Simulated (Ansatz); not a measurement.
# Ti (P6_3/mmc, 2 atoms in the cell): modes against uniaxial strain along c, part 2 of 2

Aim: how do the optical modes of Ti (P6_3/mmc, 2 atoms in the cell) shift and split under this strain?

Ansatz 0.2.0; DFT LDA, scalar-relativistic, plane waves, PAW; PAW set soft_1.

So far, highest optical mode at the zone centre (no LO-TO term) (cm⁻¹): step 5 (zone-centre response at rest) 203; step 7 (strain 4 %) 194.

**8. A member of the series: uniaxial strain of -4 % along c (continued)**

Step by step:

```
step  energy less that of the first step (eV)  largest force component (eV/Å)  pressure (GPa)  volume (Å³)
   1                                   0.0000                          0.0000            3.00        31.53
   2                                  -0.0004                          0.0000            1.49        31.89
   3                                  -0.0007                          0.0000            2.06        31.75
  4*                                  -0.0007                          0.0000            2.06        31.75
```

Relaxation steps marked * repeat the geometry before them on a plane-wave basis chosen anew for their cell, so energy and pressure can jump there.

```
conventional cell, symmetrised  before  after  change
                         a (Å)   2.892  2.902  +0.4 %
                         b (Å)   2.892  2.902  +0.4 %
                         c (Å)   4.353  4.353  -0.0 %
              volume (Å³/atom)   15.76  15.88  +0.7 %
```

Final coordinates:

```xyz
2
Lattice="2.9022 0.0000 0.0000 -1.4511 2.5134 0.0000 0.0000 0.0000 4.3526" Properties=species:S:1:pos:R:3 pbc="T T T"
Ti    0.0000    1.6756    1.0882
Ti    1.4511    0.8378    3.2645
```

This step gave:

| Property | Result |
| --- | --- |
| pressure | 2.063 GPa |
| volume per atom | 15.88 Å³ |

The largest force component left is 0.0017 meV/Å.

**9. Zone-centre modes of the member: uniaxial strain of -4 % along c**

The zone-centre modes follow for uniaxial strain of -4 % along c.

File input.yaml:

```yaml
crystal:
  lattice:
    - [2.9022380005, 0.0, 0.0]
    - [-1.4511190002, 2.5134118362, 0.0]
    - [0.0, 0.0, 4.3526342164]
  atoms:
    - { symbol: Ti, position: [0.3333331771, 0.6666668229, 0.25] }
    - { symbol: Ti, position: [0.6666668229, 0.3333331771, 0.75] }
kpoints:
  mp_grid: { grid: [18, 18, 12] }
hamiltonian:
  xc: lda
  pseudopotentials: { kind: paw, azcp: { folder: soft_1 }, xc_functional: pbe }
scf:
  occupations: { method: methfessel_paxton, width: 0.2 }
output:
  eigenvalues: true
phonons:
  method: dfpt
```

Launch:

```console
$ ansatz run input.yaml --threads 4 --pin off --max-ram 10240MiB --backend cpu --events-out ev --progress --plain --runs-dir out
```

Elapsed: 56 s, on 4 threads of Intel Xeon at 2.50GHz (Skylake/Cascade Lake), shared host; peak memory 1.4 GiB.

This step gave:

```
sum-rule residual before enforcement                    : 3.32e-5 eV/Å²
highest optical mode at the zone centre (no LO-TO term) : 259.4 cm⁻¹
lowest optical zone-centre mode                         : 117.2 cm⁻¹
```

Patterns of degenerate modes are one choice out of their space. Modes at Γ:

```
mode  frequency (cm⁻¹)  symmetry
   1               0.0  acoustic
   2               0.0  acoustic
   3               0.0  acoustic
   4             117.2       E2g
   5             117.2       E2g
   6             259.4       B1g
```

Displacements in mode 4 (117.2 cm⁻¹), the largest set to 1:
```
Ti1  0.00  1.00  0.00
Ti2  0.00 -1.00  0.00
```

Displacements in mode 6 (259.4 cm⁻¹), the largest set to 1:
```
Ti1  0.00  0.00  1.00
Ti2  0.00  0.00 -1.00
```

The lowest optical mode is real, 117 cm⁻¹, and the highest lies at 259.4 cm⁻¹.

For the highest optical mode at the zone centre (no LO-TO term), step 5 gave 203 cm⁻¹; this run, with strain -4 %, gives 259 cm⁻¹ (+28 %).

**10. The series together**

The members are set side by side, also those not shown above.

Stress is positive in compression; energies are extrapolated to zero smearing, and E0 is that at rest; the edges not held and the atoms are relaxed in each cell; all runs use 18×18×12 k points and Methfessel-Paxton smearing of 0.2 eV. State of the crystal along the series:

```
strain (%)  stress along the axis (GPa)  free strain along a (%)  free strain along b (%)  E - E0 (meV/atom)
        -4                        6.204                     1.35                     1.35              12.51
        -3                        4.644                   0.9951                   0.9951                6.9
        -2                        3.047                   0.6574                   0.6574              2.997
        -1                        1.488                   0.3279                   0.3279             0.7315
         0                    -0.005572                        0                        0                  0
         1                       -1.462                  -0.3186                  -0.3186             0.7265
         2                       -2.868                  -0.6364                  -0.6364              2.869
         3                       -4.192                  -0.9538                  -0.9538              6.369
         4                       -5.397                   -1.274                   -1.274               11.1
```

Optical modes are counted from below at rest and tracked from member to member by their patterns, and modes that stay within 0.3 cm⁻¹ of each other stand once; labels, where given, are those at rest; the edges not held and the atoms are relaxed in each cell; all runs use 18×18×12 k points and Methfessel-Paxton smearing of 0.2 eV. Optical modes along the series:

```
strain (%)  optical mode 1 E2g (cm⁻¹)  optical mode 2 B1g (cm⁻¹)
        -4                      117.2                      259.4
        -3                      116.7                      244.8
        -2                        116                      229.4
        -1                      115.1                      214.7
         0                      114.1                      202.8
         1                      112.9                      195.1
         2                      111.2                        192
         3                      109.3                      192.2
         4                      107.4                        194
```

Value and slope at zero strain of a cubic (a lower polynomial where under five rows exist) through the rows within 2 % of rest. Slopes at rest:

```
              mode  frequency (cm⁻¹)  shift per percent of strain (cm⁻¹)  shift per GPa of compressive stress (cm⁻¹)
optical mode 1 E2g             114.1                               -1.11                                        0.76
optical mode 2 B1g             202.9                               -9.93                                        6.74
```

**11. Summary of results**

```json
{
 "members": "9",
 "highest optical mode at the zone centre (no LO-TO term), at rest": "202.8 cm⁻¹",
 "Young’s modulus along c": "147 GPa",
 "optical mode 1 E2g, shift per percent": "-1.11 cm⁻¹",
 "optical mode 2 B1g, shift per percent": "-9.93 cm⁻¹"
}
```

The stress changes by 1.47 GPa for each percent, a Young’s modulus of 147 GPa along c. For each percent the free edge responds with -0.32 %. Within 2 % of rest optical mode 1 E2g and optical mode 2 B1g bend away from a straight line, so a single slope holds only near rest. These are harmonic frequencies at zero temperature: anharmonic shifts, linewidths and thermal expansion are left out. With no gap, or one that is small against the smearing, the frequencies hang on the k mesh and the smearing, most of all near Kohn anomalies. The PAW files were made for PBE; the program adapts parts of them to the functional of the run, but their partial waves stay those of PBE, an approximation that was not tested in this session. Only the zone centre was solved, so an instability at another wavevector cannot show here.

[Logs are printed without paths, hosts, clocks, repeated set-up lines and the standing remarks that a program may print on its own settings, such as how far it seeks lower states.]

[Hosts, paths, dates, database ids (printed as entryN), source tags and the programs' standing remarks are cut or masked in the printed files.]
